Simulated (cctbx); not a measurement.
**Ce3Ni13C2: precision against data quality**

Space group P6/mmm (no. 191), a = 4.9890 Å, b = 4.9890 Å, c = 10.9250 Å, α = 90.00°, β = 90.00°, γ = 120.00°.

```
atom  mult.    x    y       z  Ueq (Å²)
 Ce1      2    0    0  0.3367    0.0131
 Ce2      1    0    0       0    0.0129
 Ni1      6    0  1/2  0.1268    0.0226
 Ni2      4  2/3  1/3  0.3201    0.0275
 Ni3      3    0  1/2     1/2    0.0201
  C1      2  1/3  2/3       0    0.0313
```

This is a model crystal, built by substitution and not relaxed, with assumed displacement parameters.

Five simulated data sets (cctbx; Mo Kα, λ = 0.71073 Å; 3 % proportional error) differ in resolution or exposure (noise floor 4 counts in the first three, 8 in the last two). Each is refined with the right model, isotropic at 1.1 Å and anisotropic otherwise. How do the figures of merit and the uncertainties move?

```
d min (Å)  top counts  ⟨I/σ⟩ (unmerged, absences included)  unique  param. (scale apart)   Rint      R1  GooF  largest s.u. xyz (fractional)  s.u. U of C1 (Å²)  largest error (Å)
      1.1       20000                                 15.2      61                     9  0.023  0.0192  2.36                        0.00022             0.0067             0.0047
     0.84       20000                                 14.0     120                    17  0.029  0.0069  0.89                        0.00006             0.0024             0.0007
      0.6       20000                                 10.6     291                    17  0.035  0.0085  0.93                        0.00004             0.0017             0.0001
     0.75         300                                  1.3     162                    17  0.379  0.0426  0.93                        0.00143             0.1051             0.0056
     0.75        3000                                  5.7     162                    17  0.074  0.0157  0.93                        0.00020             0.0091             0.0014
```

GooF reaches 2.36 where the model lacks something that the data hold (anisotropy at the isotropic level, for one). The s.u. of U for C1 goes 0.0067, 0.0024, 0.0017 Å² with resolution and 0.1051, 0.0091 Å² with exposure.

The 1.1 Å row also differs in its displacement model, so it isn't a clean test of resolution.

Hardware for the 0.6 Å refinement: 0.49 s on 1 thread of Arm Neoverse V2, on a shared host, peak memory 0.09 GiB.

[Logs are printed without paths, hosts, clocks, repeated set-up lines and the standing remarks that a program may print on its own settings, such as how far it seeks lower states.]
